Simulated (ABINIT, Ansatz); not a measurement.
## A GW run on TiO2 (Rutile) in ABINIT, with inputs changed

What do changed inputs do to GW on TiO2 (Rutile)?

Main program and level: ABINIT 10.8.3; PBE and many-body steps on it, plane waves.

Report form: the programs' logs are mostly left out.

**1. The starting structure**

Symmetry: P4_2/mnm, No. 136, tetragonal system. Conventional cell: a = 4.592 Å, b = 4.592 Å, c = 2.957 Å, α = 90.00°, β = 90.00°, γ = 90.00°. Nearest to Ti lie 6 O at 1.95 to 1.98 Å. O has 3 Ti at 1.95 to 1.98 Å nearest. Farther neighbours and most contacts between anions are not listed.

The cell and positions come from the Crystallography Open Database and are kept as given unless a step says otherwise.

**2. Screening, 4×4×4 mesh, 92 bands, screening to 114.3 eV**

This step: ABINIT 10.8.3; RPA screening on PBE, plane waves, norm-conserving pseudopotentials.

The RPA dielectric matrix is built and inverted for each q.

run.abi reads:

```
acell 3*1.0 Angstrom
rprim 
  4.592200000000 0.000000000000 0.000000000000
  0.000000000000 4.592200000000 0.000000000000
  0.000000000000 0.000000000000 2.957400000000
ntypat 2
znucl 22 8
natom 6
typat 1 1 2 2 2 2
xred 
  0.000000000000 0.000000000000 0.000000000000
  0.500000000000 0.500000000000 0.500000000000
  0.304960000000 0.304960000000 0.000000000000
  0.195040000000 0.804960000000 0.500000000000
  0.695040000000 0.695040000000 0.000000000000
  0.804960000000 0.195040000000 0.500000000000
pp_dirpath "pseudos"
pseudos "Ti.upf, O.upf"
ecut 38
ngkpt 4 4 4
nshiftk 1
shiftk 0 0 0
kptopt 1
chksymbreak 0
istwfk *1
occopt 1
irdwfk 1
optdriver 3
nband 92
ecuteps 4.2
inclvkb 2
awtr 1
symchi 1
indata_prefix "in"
outdata_prefix "out"
tmpdata_prefix "tmp"
```

Started as:

```bash
$ OMP_NUM_THREADS=1 mpirun -n 8 abinit run.abi > log
```

Wall time 74 s (8 MPI ranks of Arm Neoverse V2, shared host); peak memory 3.4 GiB.

Numbers from this step:

```yaml
eps_infinity_with_local_fields_on_this_mesh_along_the_program_s_q_direction: 8.562
the_same_without_local_fields: 8.952
plasma_frequency: 32.58 eV
plane_waves_in_the_screening_matrix: 181
```

Local fields lower ε∞ by 4 %. On a Γ-centred mesh this coarse the value itself is usually too large, while a short band sum pulls it down.

**3. Base**

The self-energy is evaluated for the states that the input lists, and the levels follow from it, in one-shot runs by the linearised quasiparticle equation.

This step: G0W0 on PBE, plane waves, norm-conserving pseudopotentials.

Changes to run.abi since step 2:

```diff
@@ -27,8 +27,15 @@
 irdwfk 1
-optdriver 3
+optdriver 4
 nband 92
+gwcalctyp 0
+ecutsigx 38
+symsigma 1
+nkptgw 1
+kptgw 
+  0.0000000000 0.0000000000 0.0000000000
+bdgw 
+  22 26
 ecuteps 4.2
-inclvkb 2
-awtr 1
-symchi 1
+irdscr 1
+ppmodel 1
 indata_prefix "in"
```

The job ended after 4.2 s (8 MPI ranks; peak memory 1.6 GiB; 32 s of CPU time).

This step gave:

```
G0W0 gap on the points computed              : 3.380 eV
starting gap on the mesh                     : 1.917 eV
k of the valence top                         : 0, 0, 0
k of the conduction bottom                   : 0, 0, 0
Z at the valence top                         : 0.765
Z at the conduction bottom                   : 0.78
least direct G0W0 gap on the computed points : 3.380 eV
```

The gap on the mesh goes from 1.92 eV to 3.38 eV, a correction of +1.46 eV.

**4. Contour deformation on a plasmon-pole file**

Changes to run.abi since step 3:

```diff
@@ -29,3 +29,3 @@
 nband 92
-gwcalctyp 0
+gwcalctyp 2
 ecutsigx 38
@@ -39,3 +39,2 @@
 irdscr 1
-ppmodel 1
 indata_prefix "in"
```

Wall time 2.4 s (8 MPI ranks); peak memory 0.21 GiB.

The run stopped with an error after 2.4 s.

The fault put into this input: contour deformation on a plasmon-pole file.

**5. Side by side**

Times are wall times on 8 MPI ranks of Arm Neoverse V2, shared host, good to a factor of about two. A run's time includes the screening step that it read.

| run | mesh | bands | screening cutoff (eV) | DFT gap (eV) | gap on the mesh (eV) | direct (eV) | ε∞ used | time |
| --- | --- | --- | --- | --- | --- | --- | --- | --- |
| base | 4×4×4 | 92 | 114.3 | 1.917 | 3.380 | 3.380 | 8.56 | 78 s |

**6. Summary of results**

* base: 3.380 eV
* known limits: not at the basis limit; coarse k mesh

What this shows: Bands and cutoff are finite, so the gap is not at the basis limit. The miss can reach some tenths of an eV and take either sign; the mesh is an error of its own. In the G0W0 run levels were corrected at 1 k point alone, so a gap called «on the mesh» is the least over those, and an edge elsewhere would be missed. The 4×4×4 mesh is coarse for this cell, which bears on the long-range parts of exchange and screening.

[Paths, hosts, dates, memory and timing lines, banners, echoed tables and standing remarks are left out of the program output.]

[Logs are printed without paths, hosts, clocks, repeated set-up lines and the standing remarks that a program may print on its own settings, such as how far it seeks lower states.]

[Runs of the session that timed out or met a known fault of the program may be left out.]

[Hosts, paths, dates, database ids (printed as entryN), source tags and the programs' standing remarks are cut or masked in the printed files.]

[G0W0 gaps are taken among the corrected bands and points alone; a level outside them can change the order at an edge.]

[Where Ansatz stands beside ABINIT at settings called matched, ABINIT's density can come from a denser mesh and the files from another edition; pairs whose starting gaps differed by over 0.03 eV were left out, so agreement reads better than it is.]
